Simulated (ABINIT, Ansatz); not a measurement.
## InSe (R3m): G0W0 with ABINIT, start to end

Wanted: ground state, empty states, screening and self-energy for InSe (R3m).

Program: ABINIT 10.8.3. Level of theory: LDA and many-body steps on it, plane waves. Results are calculated unless marked as measured.

Most raw output is cut from this account.

### Step 1. The starting structure

Symmetry: R3m, No. 160, trigonal system. The conventional cell has a = 4.000 Å, b = 4.000 Å, c = 24.950 Å, α = 90.00°, β = 90.00°, γ = 120.00°. In has 3 Se at 2.64 Å and 1 In at 2.80 Å nearest. Nearest to Se lie 3 In at 2.64 Å. Nearest to Se lie 3 In at 2.64 Å. Farther neighbours and most contacts between anions are not listed.

The cell and positions come from the Crystallography Open Database and are kept as given unless a step says otherwise.

### Step 2. Ground state

This step: ABINIT 10.8.3; DFT, LDA, plane waves, norm-conserving pseudopotentials.

The ground-state density comes first.

run.abi reads:

```
acell 3*1.0 Angstrom
rprim 
  2.000000000018 1.154700538390 8.316666666700
  -2.000000000018 1.154700538390 8.316666666700
  -0.000000000000 -2.309401076779 8.316666666700
ntypat 2
znucl 49 34
natom 4
typat 1 1 2 2
xred 
  0.000000000000 0.000000000000 0.000000000000
  0.112200000000 0.112200000000 0.112200000000
  0.615500000000 0.615500000000 0.615500000000
  0.830000000000 0.830000000000 0.830000000000
pp_dirpath "pseudos"
pseudos "In.upf, Se.upf"
ecut 48
ngkpt 6 6 6
nshiftk 1
shiftk 0 0 0
kptopt 1
chksymbreak 0
nband 51
occopt 1
tolvrs 1e-08
nstep 60
prtwf 0
optforces 0
optstress 0
indata_prefix "in"
outdata_prefix "out"
tmpdata_prefix "tmp"
```

The run is started by

```bash
OMP_NUM_THREADS=1 mpirun -n 16 abinit run.abi > log
```

Run time: 3.9 min. Hardware: 16 MPI ranks of Arm Neoverse V1, shared host; peak memory 6.5 GiB.

Numbers from this step:

- total energy: -29435.4392 eV
- gap: 0.1810 eV
- k of the valence top: 0.5, 0.5, 0.5
- k of the conduction bottom: 0.5, 0.5, 0.5
- least direct gap: 0.1810 eV

The gap is direct, at (0.500, 0.500, 0.500).

### Step 3. Bands along the symmetry lines

Levels along a band path, at the cheap level, show where the edges lie and whether the meshes to come will hold them.

run.abi reads:

```
acell 3*1.0 Angstrom
rprim 
  2.000000000018 1.154700538390 8.316666666700
  -2.000000000018 1.154700538390 8.316666666700
  -0.000000000000 -2.309401076779 8.316666666700
ntypat 2
znucl 49 34
natom 4
typat 1 1 2 2
xred 
  0.000000000000 0.000000000000 0.000000000000
  0.112200000000 0.112200000000 0.112200000000
  0.615500000000 0.615500000000 0.615500000000
  0.830000000000 0.830000000000 0.830000000000
pp_dirpath "pseudos"
pseudos "In.upf, Se.upf"
ecut 48
iscf -2
irdden 1
kptopt 0
nkpt 31
kpt 
  0.00000000 0.00000000 0.00000000
  -0.12500000 -0.12500000 -0.12500000
  -0.25000000 -0.25000000 -0.25000000
  -0.37500000 -0.37500000 -0.37500000
  -0.50000000 -0.50000000 -0.50000000
  -0.50000000 -0.41987950 -0.58012050
  -0.50000000 -0.33975901 -0.66024099
  -0.50000000 -0.25963852 -0.74036148
  -0.50000000 -0.17951802 -0.82048198
  -0.17951802 0.17951802 -0.50000000
  -0.13463852 0.13463852 -0.50000000
  -0.08975901 0.08975901 -0.50000000
  -0.04487950 0.04487950 -0.50000000
  0.00000000 0.00000000 -0.50000000
  0.00000000 0.00000000 -0.37500000
  0.00000000 0.00000000 -0.25000000
  0.00000000 0.00000000 -0.12500000
  0.00000000 0.00000000 0.00000000
  0.00000000 0.08493975 -0.08493975
  0.00000000 0.16987950 -0.16987950
  0.00000000 0.25481926 -0.25481926
  0.00000000 0.33975901 -0.33975901
  -0.33975901 0.00000000 -0.66024099
  -0.37981926 0.00000000 -0.62018074
  -0.41987950 0.00000000 -0.58012050
  -0.45993975 0.00000000 -0.54006025
  -0.50000000 0.00000000 -0.50000000
  -0.37500000 0.00000000 -0.37500000
  -0.25000000 0.00000000 -0.25000000
  -0.12500000 0.00000000 -0.12500000
  0.00000000 0.00000000 0.00000000
istwfk *1
nband 52
nbdbuf 2
tolwfr 1e-08
nstep 40
prtwf 0
prtvol 0
indata_prefix "in"
outdata_prefix "out"
tmpdata_prefix "tmp"
```

It took 78 s on 16 MPI ranks; peak memory 3.3 GiB.

Numbers from this step:

| Quantity | Value |
| --- | --- |
| gap | 0.1810 eV |
| k of the valence top | -0.5, -0.5, -0.5 |
| k of the conduction bottom | -0.5, -0.5, -0.5 |
| least direct gap | 0.1810 eV |

The gap is 0.181 eV, as in the run before at this level.

The electronic bands at the labelled points (eV, zero at the top of the highest filled band):

| point | band 42 | band 43 | band 44 | band 45 | band 46 | band 47 | band 48 | band 49 |
| --- | --- | --- | --- | --- | --- | --- | --- | --- |
| Γ | -1.35 | -1.35 | -1.22 | -1.22 | 1.63 | 1.90 | 4.26 | 4.26 |
| halfway | -1.39 | -1.17 | -1.17 | -1.02 | 1.10 | 1.98 | 4.21 | 4.21 |
| T | -1.42 | -1.14 | -1.14 | 0.00 | 0.18 | 2.00 | 4.16 | 4.16 |
| halfway | -2.94 | -2.49 | -2.10 | -0.73 | 2.24 | 2.62 | 3.89 | 4.28 |
| H2 | -3.73 | -2.59 | -2.31 | -1.82 | 1.57 | 2.31 | 3.25 | 4.30 |
| jump to H0 | -3.73 | -2.59 | -2.31 | -1.82 | 1.57 | 2.31 | 3.25 | 4.30 |
| halfway | -3.40 | -2.99 | -2.20 | -1.57 | 1.78 | 2.21 | 3.25 | 4.22 |
| L | -2.50 | -2.40 | -2.24 | -1.72 | 1.02 | 1.85 | 3.53 | 3.89 |
| halfway | -2.02 | -1.95 | -1.76 | -1.07 | 1.85 | 2.04 | 3.89 | 4.11 |
| Γ | -1.35 | -1.35 | -1.22 | -1.22 | 1.63 | 1.90 | 4.26 | 4.26 |
| halfway | -2.44 | -2.43 | -1.79 | -1.04 | 1.98 | 2.40 | 3.40 | 4.43 |
| S0 | -3.75 | -2.64 | -2.29 | -1.79 | 1.64 | 2.19 | 3.29 | 4.26 |
| jump to S2 | -3.75 | -2.64 | -2.29 | -1.79 | 1.64 | 2.19 | 3.29 | 4.26 |
| halfway | -2.95 | -2.68 | -2.52 | -1.64 | 1.53 | 1.95 | 3.54 | 4.09 |
| F | -2.75 | -2.57 | -2.04 | -1.56 | 0.95 | 1.89 | 3.16 | 3.44 |
| halfway | -2.18 | -2.04 | -1.66 | -0.84 | 1.61 | 2.08 | 3.94 | 4.24 |
| Γ | -1.35 | -1.35 | -1.22 | -1.22 | 1.63 | 1.90 | 4.26 | 4.26 |

### Step 4. Empty states on the mesh, 4×4×4 mesh, 336 bands

The sums over transitions need many empty states on a uniform mesh; this step solves for them.

run.abi reads:

```
acell 3*1.0 Angstrom
rprim 
  2.000000000018 1.154700538390 8.316666666700
  -2.000000000018 1.154700538390 8.316666666700
  -0.000000000000 -2.309401076779 8.316666666700
ntypat 2
znucl 49 34
natom 4
typat 1 1 2 2
xred 
  0.000000000000 0.000000000000 0.000000000000
  0.112200000000 0.112200000000 0.112200000000
  0.615500000000 0.615500000000 0.615500000000
  0.830000000000 0.830000000000 0.830000000000
pp_dirpath "pseudos"
pseudos "In.upf, Se.upf"
ecut 48
ngkpt 4 4 4
nshiftk 1
shiftk 0 0 0
kptopt 1
chksymbreak 0
iscf -2
irdden 1
istwfk *1
nband 336
nbdbuf 30
tolwfr 1e-09
nstep 60
prtvol 0
indata_prefix "in"
outdata_prefix "out"
tmpdata_prefix "tmp"
```

The run is started by

```bash
OMP_NUM_THREADS=1 mpirun -n 13 abinit run.abi > log
```

It took 6.5 min on 13 MPI ranks; peak memory 3.3 GiB.

This step gave:

| Item | Value |
| --- | --- |
| gap | 0.1810 eV |
| k of the valence top | 0.5, 0.5, 0.5 |
| k of the conduction bottom | 0.5, 0.5, 0.5 |
| least direct gap | 0.1810 eV |
| k points computed | 13 |
| lowest point of the top converged band, above the valence top | 90.8400 eV |

On this mesh the gap is 0.181 eV.

### Step 5. Screening, 4×4×4 mesh, 151 bands, screening to 114.3 eV

The RPA dielectric matrix is built and inverted for each q.

This step: RPA screening on LDA, plane waves, norm-conserving pseudopotentials.

Changes to run.abi since step 4:

```diff
@@ -22,10 +22,11 @@
 chksymbreak 0
-iscf -2
-irdden 1
 istwfk *1
-nband 336
-nbdbuf 30
-tolwfr 1e-09
-nstep 60
-prtvol 0
+occopt 1
+irdwfk 1
+optdriver 3
+nband 151
+ecuteps 4.2
+inclvkb 2
+awtr 1
+symchi 1
 indata_prefix "in"
@@ -33 +34,2 @@
 tmpdata_prefix "tmp"
+gwmem 10
```

The run is started by

```bash
OMP_NUM_THREADS=1 mpirun -n 16 abinit run.abi > log
```

Run time: 27 min. Hardware: 16 MPI ranks; peak memory 6.9 GiB.

This step gave:

```
ε∞ with local fields, on this mesh, along the program's q direction : 105.6
the same without local fields                                       : 116.4
plasma frequency                                                    : 32.82 eV
plane waves in the screening matrix                                 : 321
```

Local fields lower ε∞ by 9 %. The value itself is an artefact of the mesh, where one narrow direct gap carries too much weight.

### Step 6. Self-energy, 4×4×4 mesh, 151 bands, screening to 114.3 eV

The self-energy is evaluated for the states that the input lists, and the levels follow from it, in one-shot runs by the linearised quasiparticle equation.

This step: G0W0 on LDA, plane waves, norm-conserving pseudopotentials.

Changes to run.abi since step 5:

```diff
@@ -25,8 +25,17 @@
 irdwfk 1
-optdriver 3
+optdriver 4
 nband 151
+gwcalctyp 0
+ecutsigx 48
+symsigma 1
+nkptgw 2
+kptgw 
+  0.5000000000 0.5000000000 0.5000000000
+  0.0000000000 0.0000000000 0.0000000000
+bdgw 
+  43 47
+  44 47
 ecuteps 4.2
-inclvkb 2
-awtr 1
-symchi 1
+irdscr 1
+ppmodel 1
 indata_prefix "in"
@@ -34,2 +43,2 @@
 tmpdata_prefix "tmp"
-gwmem 10
+gwmem 00
```

The job ended after 40 s (16 MPI ranks; peak memory 11 GiB).

This step gave:

* G0W0 gap on the points computed: 0.79 eV
* starting gap on the mesh: 0.1810 eV
* k of the valence top: 0.5, 0.5, 0.5
* k of the conduction bottom: 0.5, 0.5, 0.5
* Z at the valence top: 0.789
* Z at the conduction bottom: 0.801
* least direct G0W0 gap on the computed points: 0.79 eV

The gap on the mesh goes from 0.18 eV to 0.79 eV, a correction of +0.61 eV.

Limits: finite bands, cutoff and mesh; no spin-orbit coupling. v1 is the top filled band, c1 the lowest empty one. Levels before and after the correction, in eV, zero at the valence-band top of each column:

|  | conduction bottom | valence top |
| --- | --- | --- |
| Kohn-Sham | 0.18 | 0.00 |
| G0W0 | 0.79 | 0.00 |

|  | level | energy (eV) |
| --- | --- | --- |
| Kohn-Sham | (0.5 0.5 0.5) v3-v2 | -1.137 |
| Kohn-Sham | (0.5 0.5 0.5) v1 | 0.000 |
| Kohn-Sham | (0.5 0.5 0.5) c1 | 0.181 |
| Kohn-Sham | (0.5 0.5 0.5) c2 | 1.996 |
| G0W0 | (0.5 0.5 0.5) v3-v2 | -1.202 |
| G0W0 | (0.5 0.5 0.5) v1 | 0.000 |
| G0W0 | (0.5 0.5 0.5) c1 | 0.790 |
| G0W0 | (0.5 0.5 0.5) c2 | 2.610 |

### Step 7. Where the time went

Times are wall times on the hardware named with each run, good to a factor of about two.

| step | time | share | memory (GiB) |
| --- | --- | --- | --- |
| ground state | 3.9 min | 10 % | 6.5 |
| bands along the symmetry lines | 78 s | 3 % | 3.3 |
| empty states on the mesh | 6.5 min | 16 % | 3.3 |
| screening | 27 min | 69 % | 6.9 |
| self-energy | 40 s | 2 % | 11 |

### Step 8. Results

```
LDA gap              : 0.18 eV, direct
G0W0 gap on the mesh : 0.79 eV
GW settings          : 4×4×4 mesh, 151 bands, screening to 114.3 eV, Godby-Needs plasmon pole
known limits         : not at the basis limit; screening runs away on this mesh; no spin-orbit coupling
```

In words: G0W0 moves the gap on the mesh from 0.18 eV to 0.79 eV (+0.61 eV), with Z of 0.79 and 0.80 at the edges. Local fields lower the RPA ε∞ on this mesh from 116.38 to 105.61. Only 2 of the mesh's irreducible points were corrected, so a valley elsewhere could overtake. The dearest step here is «screening». Bands and cutoff are finite, so the gap is not at the basis limit. The miss can reach some tenths of an eV and take either sign; the mesh is an error of its own. In the G0W0 run levels were corrected at 2 k points alone, so a gap called «on the mesh» is the least over those, and an edge elsewhere would be missed. On this mesh the RPA ε∞ passes 90, more than nearly any semiconductor shows; a coarse mesh does this where one point with a narrow direct gap carries much weight. The screening is then too strong, and the G0W0 gap should not be taken as the material's. The many-body steps are scalar-relativistic: spin-orbit coupling is not in them.

[Paths, hosts, dates, memory and timing lines, banners, echoed tables and standing remarks are left out of the program output.]

[Logs are printed without paths, hosts, clocks, repeated set-up lines and the standing remarks that a program may print on its own settings, such as how far it seeks lower states.]

[Runs of the session that timed out or met a known fault of the program may be left out.]

[Hosts, paths, dates, database ids (printed as entryN), source tags and the programs' standing remarks are cut or masked in the printed files.]

[G0W0 gaps are taken among the corrected bands and points alone; a level outside them can change the order at an edge.]

[Where Ansatz stands beside ABINIT at settings called matched, ABINIT's density can come from a denser mesh and the files from another edition; pairs whose starting gaps differed by over 0.03 eV were left out, so agreement reads better than it is.]
